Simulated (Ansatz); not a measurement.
# (PbS)1(CaSe)2 [001] superlattice, started as rocksalt type: relaxing the cell for a phonon run

Wanted: the relaxed cell of (PbS)1(CaSe)2 [001] superlattice, started as rocksalt type.

Program: Ansatz 0.2.0. Level of theory: DFT PBEsol, scalar-relativistic, plane waves, PAW. Results are calculated unless marked as measured.

The structure was built from a prototype and need not be the compound's stable phase.

## 1. Starting point

The structure is tetragonal, space group I4/mmm (No. 139). Conventional cell: a = 4.191 Å, b = 4.191 Å, c = 17.780 Å, α = 90.00°, β = 90.00°, γ = 90.00°. Ca has 5 Se at 2.96 Å and 1 S at 2.96 Å nearest. Pb has 4 S at 2.96 Å and 2 Se at 2.96 Å nearest. S has 4 Pb at 2.96 Å and 2 Ca at 2.96 Å nearest. Nearest to Se lie 5 Ca at 2.96 Å and 1 Pb at 2.96 Å. Farther neighbours and most contacts between anions are not listed.

## 2. Probe on a coarse mesh

A quick single point on a coarse mesh tells whether the cell has a gap and how far it is from rest, which sets the k mesh and smearing that follow.

input.yaml

```yaml
crystal:
  lattice:
    - [2.96333, 2.96333, 0.0]
    - [-2.96333, 2.96333, 0.0]
    - [2.96333, 0.0, 8.89]
  atoms:
    - { symbol: Ca, position: [0.333333, 0.666667, 0.333333] }
    - { symbol: Ca, position: [0.666667, 0.333333, 0.666667] }
    - { symbol: Pb, position: [0.0, 0.0, 0.0] }
    - { symbol: S, position: [0.5, 0.5, 0.0] }
    - { symbol: Se, position: [0.833333, 0.166667, 0.333333] }
    - { symbol: Se, position: [0.166667, 0.833333, 0.666667] }
kpoints:
  mp_grid: { grid: [4, 4, 4] }
hamiltonian:
  xc: pbesol
scf:
  occupations: { method: gaussian, width: 0.1 }
output:
  forces: true
  stress: true
  eigenvalues: true
```

Command:

```bash
$ ansatz run input.yaml --threads 4 --pin off --max-ram 14336MiB --backend cpu --events-out ev --progress --plain --runs-dir out
```

Numbers of over 12 decimals in the logs are rounded to 6 here.

The program printed:

```text
[...]
k-point 0: bands = [... 32 lower, 6.2453, 6.6295, 6.8456, 6.8456, 9.3034, 10.0269, 10.7786, 11.1848, ... 3 higher]
  k-point 1: bands = [... 32 lower, 6.2931, 6.7573, 6.7834, 6.7834, 9.2783, 10.0791, 10.6433, 11.3125, ... 3 higher]
  k-point 2: bands = [... 32 lower, 6.3559, 6.7065, 6.7065, 6.7752, 9.2556, 10.1299, 10.7219, 11.3755, ... 3 higher]
  k-point 12: bands = [... 32 lower, 5.5493, 5.6860, 5.6860, 6.6474, 9.8086, 9.8086, 11.2129, 11.8430, ... 3 higher]
[key lines of the parts left out:]
SCF converged after 7 iterations
Free energy (F): -27084.946429 eV
Fermi energy:    8.344640 eV
P = ⅓ Tr σ = -0.8228 GPa (-8.228 kbar)
```

The job ended after 2 s (4 threads of Arm Neoverse V2, shared host; peak memory 0.53 GiB).

A gap read on the k-mesh alone can miss the band edges.

This step gave:

| Item | Value |
| --- | --- |
| pressure | -0.8228 GPa |
| gap on the k-mesh | 1.247 eV |
| volume per atom | 26.02 Å³ |
| direct gap on mesh | 1.247 eV |

The coarse mesh shows a gap of 1.25 eV and a pressure of -0.8 GPa.

## 3. Bringing the structure to rest

Harmonic phonons are second derivatives at a point where the forces vanish, and they are wanted at zero stress, so atoms and cell are relaxed first.

input.yaml, the sections that differ from step 2:

```yaml
kpoints:
  mp_grid: { grid: [6, 6, 6] }
scf:
  occupations: { method: gaussian, width: 0.02 }
relax:
  adjacent_minimum: "off"
  f_tol: 0.005
  max_steps: 80
  cell: { stress_tol: 0.05 }
# crystal, hamiltonian, output: as in step 2
```

The program printed:

```text
[...]
Crystal: 6 atoms, lattice volume = 156.132 Å³
Basis set: ecut = 420 eV, 3001 PW (Γ), exchange–correlation on 60×60×128 points (8 copies of the dense FFT grid, shifted against one another)
Bands: 44, of which v1, the nominal top of the filled ones, is band 36 counted from 1 (35 counted from 0)
Symmetry: 16 space group operations
[...]
k-points: 30 of 216
[...]
SCF iter   1: F=—  HF=-27084.987622 eV  |F-HF|=—  |Δ(HF+E_count)|=         —  Δρ=3.34e-3  dr2=3.07e-2  ethr=1.77e-3  ⟨swp⟩=10.2  Hψ=6896  notcnv=0  defer=1
[...]
SCF iter   7: F=-27084.978447 eV  HF=-27084.978447 eV  |F-HF|=2.33e-8  |Δ(HF+E_count)|=   1.41e-7  Δρ=2.61e-6  dr2=1.61e-8  ethr=1.39e-10  ⟨swp⟩=9.5  Hψ=5780  notcnv=0
SCF 1 converged in 7 iterations: F = -27084.978447 eV  dr2 = 1.61e-8
[...]
relax step   1: F+E_penalty+E_count = -27084.97844658 eV  Δ(F+E_penalty+E_count) = +0.000e0 eV  max|allowed force component| = 3.786e-1 eV/Å  Δτ_max = 0.0000 Å  P = -0.914 GPa  Ω = 156.132 Å³  (7 SCF iters, dr2 threshold 1.00e-7 eV, accepted)
Crystal: 6 atoms, lattice volume = 151.723 Å³
Basis set: ecut = 420 eV, 2953 PW (Γ), exchange–correlation on 60×60×128 points (8 copies of the dense FFT grid, shifted against one another)
[...]
iter 1 solved again at ethr=8.08e-4 eV; its pass at ethr=3.10e-3 eV (dr2=5.82e-1 eV) is discarded
[...]
SCF iter   7: F=-27084.955412 eV  HF=-27084.955412 eV  |F-HF|=5.48e-8  |Δ(HF+E_count)|=   1.07e-6  Δρ=1.09e-5  dr2=2.41e-7  ethr=8.33e-10  ⟨swp⟩=11.9  Hψ=6257  notcnv=0
the search or the solves at the SCF's close seem to have found levels that the self-consistency loop had missed (the run counts 2). By its estimate they hold under 1e-12 electrons; where the run keeps them, the occupations were computed again with them
SCF 2 converged in 7 iterations: F = -27084.955412 eV  dr2 = 2.41e-7
relax step   2: F+E_penalty+E_count = -27084.95541244 eV  Δ(F+E_penalty+E_count) = +2.303e-2 eV  max|allowed force component| = 5.989e-1 eV/Å  Δτ_max = 0.1592 Å  P = +0.292 GPa  Ω = 151.723 Å³  energy of the carried Pulay correction = +2.495e-4 eV  (7 SCF iters, dr2 threshold 6.00e-7 eV, rejected (line search))
Crystal: 6 atoms, lattice volume = 152.975 Å³
[...]
SCF iter  10: F=-27085.036230 eV  HF=-27085.036230 eV  |F-HF|=0.00e0  |Δ(HF+E_count)|=  1.71e-10  Δρ=9.73e-8  dr2=1.63e-11  ethr=1.00e-12  ⟨swp⟩=5.1  Hψ=4590  notcnv=0
SCF 3 converged in 10 iterations: F = -27085.036230 eV  dr2 = 1.63e-11
relax step   3: F+E_penalty+E_count = -27085.03622977 eV  Δ(F+E_penalty+E_count) = -5.778e-2 eV  max|allowed force component| = 3.101e-2 eV/Å  Δτ_max = 0.0707 Å  P = -0.012 GPa  Ω = 152.975 Å³  energy of the carried Pulay correction = +1.779e-4 eV  (10 SCF iters, accepted)
[...]
relax step   4: F+E_penalty+E_count = -27085.03672317 eV  Δ(F+E_penalty+E_count) = -4.934e-4 eV  max|allowed force component| = 4.556e-3 eV/Å  Δτ_max = 0.0058 Å  P = +0.018 GPa  Ω = 152.903 Å³  energy of the carried Pulay correction = +1.820e-4 eV  (5 SCF iters, dr2 threshold 1.11e-7 eV, accepted)
[...]
SCF iter   1: F=—  HF=-27085.036516 eV  |F-HF|=—  |Δ(HF+E_count)|=         —  Δρ=1.56e-5  dr2=8.84e-8  ethr=2.63e-7  ⟨swp⟩=3.1  Hψ=10261  notcnv=0
eigensolver tolerance schedule: the retry pair's looser diagonalisation over-reported the residual by 2136.74 of it (diagonalisation noise at 0.22 of the residual, at the tolerance the schedule requests for it); recorded, not acted on — ethr = c·dr2/N_el stays at c = 1.0e-1
[...]
SCF iter   2: F=—  HF=-27085.036548 eV  |F-HF|=—  |Δ(HF+E_count)|=   3.17e-5  Δρ=8.06e-6  dr2=2.61e-8  ethr=1.23e-10  ⟨swp⟩=2.4  Hψ=2418  notcnv=0
[...]
SCF iter   5: F=-27085.036548 eV  HF=-27085.036548 eV  |F-HF|=2.18e-11  |Δ(HF+E_count)|=  6.55e-11  Δρ=1.27e-7  dr2=3.12e-11  ethr=1.00e-12  ⟨swp⟩=4.9  Hψ=4740  notcnv=0
SCF 5 converged in 5 iterations: F = -27085.036548 eV  dr2 = 3.12e-11
relax step   5: F+E_penalty+E_count = -27085.03654762 eV  Δ(F+E_penalty+E_count) = +1.755e-4 eV  max|allowed force component| = 4.591e-3 eV/Å  Δτ_max = 0.0000 Å  P = +0.018 GPa  Ω = 152.903 Å³  stress off target by 4.50e-2 GPa  SCF on the basis re-selected at this cell (its energy is not comparable with the rows above)  (5 SCF iters)
basis re-selected at this cell: Δ(F+E_penalty+E_count) = +1.755e-4 eV, ΔP = -0.000 GPa vs the last step (what re-selecting the basis moved, of the pressure what is left beyond the Pulay correction that the steps carried, after the strain that the cell walked since its last selection, with what the two solves' SCF thresholds leave and, on support functions, any second-order correction that the steps lacked; it is no m [...]
SCF converged after 5 iterations
Free energy (F): -27085.036548 eV
[...]
Internal energy: -27085.036548 eV  (E = F + TS)
E sigma→0 (E₀):  -27085.036548 eV
Fermi energy:    8.475592 eV
[...]
--- Forces (eV/Å), atoms counted from 1 ---
  atom   1  Ca    -0.00000000     0.00000000    -0.00453974
  atom   2  Ca     0.00000000     0.00000000     0.00453974
  atom   3  Pb     0.00000000     0.00000000     0.00000000
  atom   4  S      0.00000000    -0.00000000     0.00000000
  atom   5  Se     0.00000000     0.00000000    -0.00459092
  atom   6  Se    -0.00000000     0.00000000     0.00459092
  max |Σ_I F_I| component: 6.05e-29 eV/Å
--- Stress (GPa, compression-positive) ---
        0.045027      -0.000000      -0.000000
       -0.000000       0.045027      -0.000000
       -0.000000      -0.000000      -0.035697
  P = ⅓ Tr σ = 0.0181 GPa (0.181 kbar)
--- Band table (eV; the first three rows and the last of 30) ---
  k-point 0: bands = [... 32 lower, 6.5316, 6.8393, 7.2054, 7.2054, 9.6335, 10.2483, 11.2395, 11.5636, ... 4 higher]
  k-point 1: bands = [... 32 lower, 6.5458, 6.9419, 7.1832, 7.1832, 9.6154, 10.2819, 11.0727, 11.6356, ... 4 higher]
  k-point 2: bands = [... 32 lower, 6.5773, 7.0427, 7.1360, 7.1360, 9.5833, 10.3463, 11.0015, 11.6810, ... 4 higher]
  k-point 29: bands = [... 32 lower, 5.6173, 5.9663, 6.0917, 6.8539, 9.9935, 10.3537, 11.4054, 11.7125, ... 4 higher]
--- Relaxed structure (4 steps of the walk, 3 accepted, 1 SCFs on fresh bases) ---
  F+E_penalty+E_count = -27085.03654762 eV   max|allowed force component| = 4.591e-3 eV/Å   (the final SCF, on the basis selected at the relaxed cell)
  cell:  # Å, volume = 152.9029 Å³
    - [2.940062, 2.940062, 0.0]
    - [-2.940062, 2.940062, 0.0]
    - [2.940062, 0, 8.844490]
  atoms:
    - { symbol: Ca, position: [0.337634, 0.662366, 0.324732] }
    - { symbol: Ca, position: [0.662366, 0.337634, 0.675268] }
    - { symbol: Pb, position: [-1.3415324968886997e-19, 1.3415324968887e-19, 2.6830649937774013e-19] }
    - { symbol: S, position: [0.500000, 0.500000, 2.6830649937774013e-19] }
    - { symbol: Se, position: [0.829844, 0.170156, 0.340311] }
    - { symbol: Se, position: [0.170156, 0.829844, 0.659689] }
```

Run time: 16 s. Hardware: 4 threads; peak memory 0.62 GiB.

The steps of the relaxation:

| step | energy less that of the first step (eV) | largest force component (eV/Å) | pressure (GPa) | volume (Å³) |
| --- | --- | --- | --- | --- |
| 1 | 0.0000 | 0.3786 | -0.91 | 156.13 |
| 2 | 0.0230 | 0.5989 | 0.29 | 151.72 |
| 3 | -0.0578 | 0.0310 | -0.01 | 152.98 |
| 4 | -0.0583 | 0.0046 | 0.02 | 152.90 |
| 5* | -0.0581 | 0.0046 | 0.02 | 152.90 |

Relaxation steps marked * repeat the geometry before them on a plane-wave basis chosen anew for their cell, so energy and pressure can jump there. Relaxation step 2 was tried and not accepted.

The run keeps the 16 symmetry operations that it works with, so distortions that break them were not tested.

| conventional cell, symmetrised | before | after | change |
| --- | --- | --- | --- |
| a (Å) | 4.191 | 4.158 | -0.8 % |
| b (Å) | 4.191 | 4.158 | -0.8 % |
| c (Å) | 17.780 | 17.689 | -0.5 % |
| volume (Å³/atom) | 26.02 | 25.48 | -2.1 % |

The atoms that moved most (Å, as changes of fractional coordinates times the final cell):

| atom | dx | dy | dz | length |
| --- | --- | --- | --- | --- |
| Ca1 | 0.000 | 0.000 | -0.076 | 0.076 |
| Ca2 | 0.000 | 0.000 | 0.076 | 0.076 |
| Se5 | 0.000 | 0.000 | 0.062 | 0.062 |
| Se6 | 0.000 | 0.000 | -0.062 | 0.062 |

Final coordinates:

```xyz
6
Lattice="2.9401 2.9401 0.0000 -2.9401 2.9401 0.0000 2.9401 0.0000 8.8445" Properties=species:S:1:pos:R:3 pbc="T T T"
Ca    0.0000    2.9401    2.8721
Ca    2.9401    2.9401    5.9724
Pb    0.0000    0.0000    0.0000
S     0.0000    2.9401    0.0000
Se    2.9401    2.9401    3.0099
Se    0.0000    2.9401    5.8346
```

This step gave:

* pressure: 0.01812 GPa
* gap on the k-mesh: 1.225 eV
* volume per atom: 25.48 Å³
* direct gap on mesh: 1.225 eV

In this step the volume went from 26.02 to 25.48 Å³/atom.

## 4. Tight relaxation

Phonons need a cell at rest on their own settings, so the relaxation is repeated with tight tolerances on forces and stress on the k mesh and occupations of the first response run.

input.yaml

```yaml
crystal:
  lattice:
    - [2.940062322, 2.940062322, 0.0]
    - [-2.940062322, 2.940062322, 0.0]
    - [2.940062322, 0.0, 8.844489755]
  atoms:
    - { symbol: Ca, position: [0.3376339533, 0.6623660467, 0.3247320933] }
    - { symbol: Ca, position: [0.6623660467, 0.3376339533, 0.6752679067] }
    - { symbol: Pb, position: [0.0, 0.0, 0.0] }
    - { symbol: S, position: [0.5, 0.5, 0.0] }
    - { symbol: Se, position: [0.8298443074, 0.1701556926, 0.3403113853] }
    - { symbol: Se, position: [0.1701556926, 0.8298443074, 0.6596886147] }
kpoints:
  mp_grid: { grid: [8, 8, 8] }
hamiltonian:
  xc: pbesol
scf:
  occupations: { method: fixed }
output:
  forces: true
  stress: true
  eigenvalues: true
relax:
  adjacent_minimum: "off"
  f_tol: 0.001
  max_steps: 60
  cell: { stress_tol: 0.01 }
```

The program printed:

```text
[...]
Crystal: 6 atoms, lattice volume = 152.903 Å³
Basis set: ecut = 420 eV, 3001 PW (Γ), exchange–correlation on 60×60×128 points (8 copies of the dense FFT grid, shifted against one another)
Bands: 44, of which v1, the nominal top of the filled ones, is band 36 counted from 1 (35 counted from 0)
[... 1 set-up line as in the run before ...]
[...]
k-points: 59 of 512
[...]
cell:  # Å, volume = 152.9346 Å³
    - [2.940770, 2.940770, 0]
    - [-2.940770, 2.940770, 0]
    - [2.940770, 0, 8.842065]
  atoms:
    - { symbol: Ca, position: [0.337688, 0.662312, 0.324624] }
    - { symbol: Ca, position: [0.662312, 0.337688, 0.675376] }
    - { symbol: Pb, position: [0, 0, 0] }
    - { symbol: S, position: [0.5, 0.5, 0] }
    - { symbol: Se, position: [0.829876, 0.170124, 0.340249] }
    - { symbol: Se, position: [0.170124, 0.829876, 0.659751] }
[key lines of the parts left out:]
SCF converged after 6 iterations
Free energy (F): -27085.038475 eV
Fermi energy:    7.857407 eV
P = ⅓ Tr σ = -0.0009 GPa (-0.009 kbar)
```

Run time: 30 s. Hardware: 4 threads; peak memory 0.71 GiB.

Little changed from the start: no atom moved by 0.005 Å and no cell edge by 0.1 %.

Numbers from this step:

```yaml
pressure: -8.67e-4 GPa
gap_on_the_k_mesh: 1.226 eV
volume_per_atom: 25.49 Å³
direct_gap_on_mesh: 1.226 eV
```

The largest force component left is 0.027 meV/Å and the pressure is -0.001 GPa, within the tolerances set. The cell now holds 25.49 Å³/atom.

## 5. What came out

| Quantity | Value |
| --- | --- |
| space group after relaxation (within 0.01 Å) | I4/mmm |
| lattice constant a | 4.159 Å |
| lattice constant b | 4.159 Å |
| lattice constant c | 17.684 Å |
| volume per atom | 25.5 Å³ |
| gap on the k-mesh | 1.23 eV |

What this shows: The largest force component left is 0.027 meV/Å and the pressure is -0.001 GPa, within the tolerances set. The cell now holds 25.49 Å³/atom. The relaxation keeps the symmetry of its start, so it says nothing on stability against lower symmetry. Spin-orbit coupling is left out, which can matter for the heavy elements here. The starting cell was built on a prototype and not taken from a measurement, so the phase need not exist.

[Logs are printed without paths, hosts, clocks, repeated set-up lines and the standing remarks that a program may print on its own settings, such as how far it seeks lower states.]

[Hosts, paths, dates, database ids (printed as entryN), source tags and the programs' standing remarks are cut or masked in the printed files.]
